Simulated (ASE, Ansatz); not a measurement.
# Relaxing random zinc-blende alloy of GaAs and GaP (64 atoms), part 3 of 3

How does random zinc-blende alloy of GaAs and GaP (64 atoms) relax, and what do bonds, charges and levels look like afterwards?

Ansatz 0.2.0; Kohn-Sham DFT, PBE, PAW (set soft_2), plane waves.

The cell: 32 Ga, 4 As and 28 P. The host structure and its lattice constant were typed by rule, without a check against the phase diagram.

So far. Step 6 (Coarser k-mesh (Γ alone)): Forces differ from those of the single point at the relaxed geometry by 7.9 meV/Å r.m.s.; the energy by +77 meV/atom, the pressure by +0.35 GPa and the gap by -0.013 eV. Step 7 (Functional HSE06): Forces differ from the reference by 11 meV/Å r.m.s.; the pressure by -1.9 GPa and the gap by +0.93 eV. It took 16 times the reference's time (shared host, so rough).

## 8. Functional r2SCAN (500 eV)

The meta-GGA r2SCAN uses the kinetic energy density as well as the density and its gradient. Besides, the cutoff goes from 420 to 500 eV.

This step: Kohn-Sham DFT, r2SCAN, PAW (set soft_2), plane waves (Ansatz 0.2.0).

Input file input.yaml:

```yaml
crystal:
  lattice:
    - [11.06884, -0.00051, 0.0002]
    - [-0.00051, 11.06932, 9.0e-05]
    - [0.0002, 9.0e-05, 11.06973]
  atoms:
    [... the 64 atom lines of step 5 ...]
kpoints:
  mp_grid: { grid: [2, 2, 2] }
hamiltonian:
  xc: r2scan
scf:
  occupations: { method: fermi_dirac, width: 0.025 }
output:
  forces: true
  stress: true
  populations: true
  dos:
    method: { smearing: { sigma: 0.08 } }
    de: 0.05
    projected: { site_lists: { As: [As], Ga: [Ga], P: [P] } }
  eigenvalues: true
```

On the command line:

```bash
> ansatz run input.yaml --threads 8 --pin off --max-ram 15872MiB --backend cpu --events-out ev --progress --plain --runs-dir out
```

Numbers of over 12 decimals in the logs are rounded to 6 here.

The log of the run:

```text
[...]
Crystal: 64 atoms, lattice volume = 1356.313 Å³
Basis set: ecut = 500 eV, 34457 PW (Γ), exchange–correlation on 324×324×324 points (64 copies of the dense FFT grid, shifted against one another)
Bands: 372, of which v1, the nominal top of the filled ones, is band 308 counted from 1 (307 counted from 0)
Symmetry: 1 space group operations
[...]
k-points: 8
[...]
SCF iter   1: F=—  HF=-162035.816252 eV  |F-HF|=—  |Δ(HF+E_count)|=         —  Δρ=8.59e-3  dr2=6.03e-1  dr2_τ=1.94e-1  ethr=1.77e-3  ⟨swp⟩=7.5  Hψ=11877  notcnv=0  defer=89
[...]
SCF iter   8: F=—  HF=-162036.022163 eV  |F-HF|=—  |Δ(HF+E_count)|=   4.64e-7  Δρ=3.65e-6  dr2=3.59e-7  dr2_τ=5.78e-9  ethr=2.38e-10  ⟨swp⟩=3.0  Hψ=5260  notcnv=0  defer=457
SCF iter   9: F=-162036.022163 eV  HF=-162036.022163 eV  |F-HF|=1.38e-8  |Δ(HF+E_count)|=   1.19e-7  Δρ=1.10e-6  dr2=2.22e-8  dr2_τ=6.11e-10  ethr=1.62e-11  ⟨swp⟩=11.8  Hψ=14941  notcnv=0
SCF 1 converged in 9 iterations: F = -162036.022163 eV  dr2 = 2.22e-8
[...]
SCF converged after 9 iterations
Free energy (F): -162036.022163 eV
[...]
Internal energy: -162036.022163 eV  (E = F + TS)
E sigma→0 (E₀):  -162036.022163 eV
Fermi energy:    7.561047 eV
[...]
Σ components = -162036.022163   (vs F -162036.022163, Δ=0.00e0)
--- Forces (eV/Å), atoms counted from 1 ---
  atom   1  Ga     0.02397555     0.02434479     0.02621318
  atom   2  As     0.01142384    -0.00867543     0.00583437
  atom   3  Ga     0.02177622    -0.02561942    -0.02283840
  atom   4  P     -0.00519453    -0.00131996     0.00061220
[...]
atom  64  P      0.00589575    -0.00598201    -0.00196964
  max |Σ_I F_I| component: 9.34e-6 eV/Å
--- Stress (GPa, compression-positive) ---
       -2.497529       0.006029      -0.003476
        0.006029      -2.498265      -0.000782
       -0.003476      -0.000782      -2.501128
  P = ⅓ Tr σ = -2.4990 GPa (-24.990 kbar)
--- Band table (eV; the first three rows and the last of 8) ---
[...]
--- Löwdin populations: 64 sites ---
  site symbol       q [e]
     0     Ga     12.9167
     1     As     15.0608
     2     Ga     12.9220
[...]
63      P      5.0247
  spilling = 0.002680 (of n_electrons = 616.000000)
```

It took 3.4 min on 8 threads of Arm Neoverse V2, shared host; peak memory 13 GiB.

Geometry and reference: those of the single point at the relaxed geometry.

Forces differ from those of the single point at the relaxed geometry by 12 meV/Å r.m.s.; the pressure by -2.5 GPa and the gap by +0.43 eV. It took 3.4 min and 9 cycles; the reference's time can't be set against it, since the two runs asked for unlike analyses.

## 9. Functional PBEsol

PBEsol restores the gradient expansion of exchange for slowly varying densities and usually gives shorter bonds in solids than PBE.

This step: Kohn-Sham DFT, PBEsol, PAW (set soft_2), plane waves (Ansatz 0.2.0).

Edit input.yaml of step 8 so:

```diff
@@ -10,3 +10,3 @@
 hamiltonian:
-  xc: r2scan
+  xc: pbesol
 scf:
```

The log of the run:

```text
[...]
Crystal: 64 atoms, lattice volume = 1356.313 Å³
Basis set: ecut = 420 eV, 26745 PW (Γ), exchange–correlation on 150×150×150 points (8 copies of the dense FFT grid, shifted against one another)
Bands: 372, of which v1, the nominal top of the filled ones, is band 308 counted from 1 (307 counted from 0)
Symmetry: 1 space group operations
[...]
k-points: 8
[...]
SCF iter   1: F=—  HF=-159780.484508 eV  |F-HF|=—  |Δ(HF+E_count)|=         —  Δρ=4.32e-3  dr2=4.21e-1  ethr=1.77e-3  ⟨swp⟩=7.1  Hψ=12143  notcnv=0  defer=49
[...]
SCF iter   7: F=—  HF=-159780.299269 eV  |F-HF|=—  |Δ(HF+E_count)|=   8.94e-4  Δρ=8.01e-6  dr2=1.14e-6  ethr=2.29e-9  ⟨swp⟩=2.5  Hψ=5225  notcnv=0  defer=457
SCF iter   8: F=-159780.299270 eV  HF=-159780.299270 eV  |F-HF|=7.03e-8  |Δ(HF+E_count)|=   9.69e-7  Δρ=2.45e-6  dr2=8.96e-8  ethr=1.62e-11  ⟨swp⟩=10.6  Hψ=17259  notcnv=0
SCF 1 converged in 8 iterations: F = -159780.299270 eV  dr2 = 8.96e-8
[...]
SCF converged after 8 iterations
Free energy (F): -159780.299270 eV
[...]
Internal energy: -159780.299270 eV  (E = F + TS)
E sigma→0 (E₀):  -159780.299270 eV
Fermi energy:    7.413696 eV
[...]
Σ components = -159780.299270   (vs F -159780.299270, Δ=0.00e0)
--- Forces (eV/Å), atoms counted from 1 ---
  atom   1  Ga     0.01086868     0.01016365     0.01151637
  atom   2  As     0.00860183    -0.00708927     0.00227387
  atom   3  Ga     0.00828104    -0.01082589    -0.00825819
  atom   4  P     -0.00207800    -0.00025288     0.00078094
[...]
atom  64  P      0.00398082    -0.00179858    -0.00147617
  max |Σ_I F_I| component: 1.57e-6 eV/Å
--- Stress (GPa, compression-positive) ---
       -2.897263       0.005365      -0.003128
        0.005365      -2.897310      -0.000697
       -0.003128      -0.000697      -2.899916
  P = ⅓ Tr σ = -2.8982 GPa (-28.982 kbar)
--- Band table (eV; the first three rows and the last of 8) ---
[...]
--- Löwdin populations: 64 sites ---
  site symbol       q [e]
     0     Ga     12.9669
     1     As     15.0098
     2     Ga     12.9719
[...]
63      P      4.9804
  spilling = 0.002446 (of n_electrons = 616.000000)
```

It took 1.7 min on 8 threads; peak memory 12 GiB.

Geometry and reference: those of the single point at the relaxed geometry.

Forces differ from those of the single point at the relaxed geometry by 5.4 meV/Å r.m.s.; the pressure by -2.9 GPa and the gap by -0.078 eV.

## 10. Cost against change

Each row is set against the single point at the relaxed geometry (Kohn-Sham DFT, PBE, PAW (set soft_2), plane waves; r.m.s. force component 0.00153 eV/Å). Energies are set beside the reference only for runs with its functional, potentials and electron count. Times are for 8 threads of Arm Neoverse V2, shared host. The reference's time includes grids, which some other runs skip.

```csv
run,"Δ force, r.m.s. (meV/Å)",Δ energy (meV/atom),Δ pressure (GPa),Δ gap (eV),cycles,time,host memory (GiB)
reference,-,-,-,-,8,1.8 min,12
coarser k-mesh (Γ alone),7.93,77.4,0.345,-0.0134,8,10 s,1.8
functional r2SCAN (500 eV),12.4,-,-2.50,0.435,9,3.4 min,13
functional PBEsol,5.40,-,-2.90,-0.0781,8,1.7 min,12
```

## 11. Summary of results

* energy change in the relaxation: -53.28 meV/atom
* r.m.s. displacement: 0.092 Å
* largest displacement: 0.169 Å
* free energy per atom: -2526.0441 eV/atom
* density: 4.16 g/cm³
* pressure: 0.0004863 GPa
* r.m.s. force component: 0.00153 eV/Å
* gap (highest filled to lowest empty level): 1.372 eV
* wall time of the 7 DFT runs: 15 min

**Reading.** Relaxation lowers the energy by 53.3 meV/atom and moves atoms by 0.092 Å r.m.s.; the r.m.s. force component goes from 0.74 to 0.0015 eV/Å. Displacements are taken in the final cell, so they leave out its strain. By the final cutoffs no bond was broken or made. The cell grew by 3.2 % in volume. First to last step the energy falls by 3.410 eV, across changes of basis; the largest move, 0.17 Å, is that of P42. The Ga-As bonds change most in mean length: from 2.385 Å (spread 0.070) to 2.458 Å (spread 0.004). With the cutoffs above, all As atoms have 4, all Ga atoms have 4 and all P atoms have 4 bonded neighbours. Filled and empty levels are parted by 1.37 eV (on the run's k-points); a semilocal functional tends to put such gaps too low.

Among the changes of functional, dispersion, potentials or spin set against this reference, functional r2SCAN (500 eV) moves the forces most, by 12 meV/Å r.m.s.

[Logs are printed without paths, hosts, clocks, repeated set-up lines and the standing remarks that a program may print on its own settings, such as how far it seeks lower states.]

[Hosts, paths, dates, database ids (printed as entryN), source tags and the programs' standing remarks are cut or masked in the printed files.]
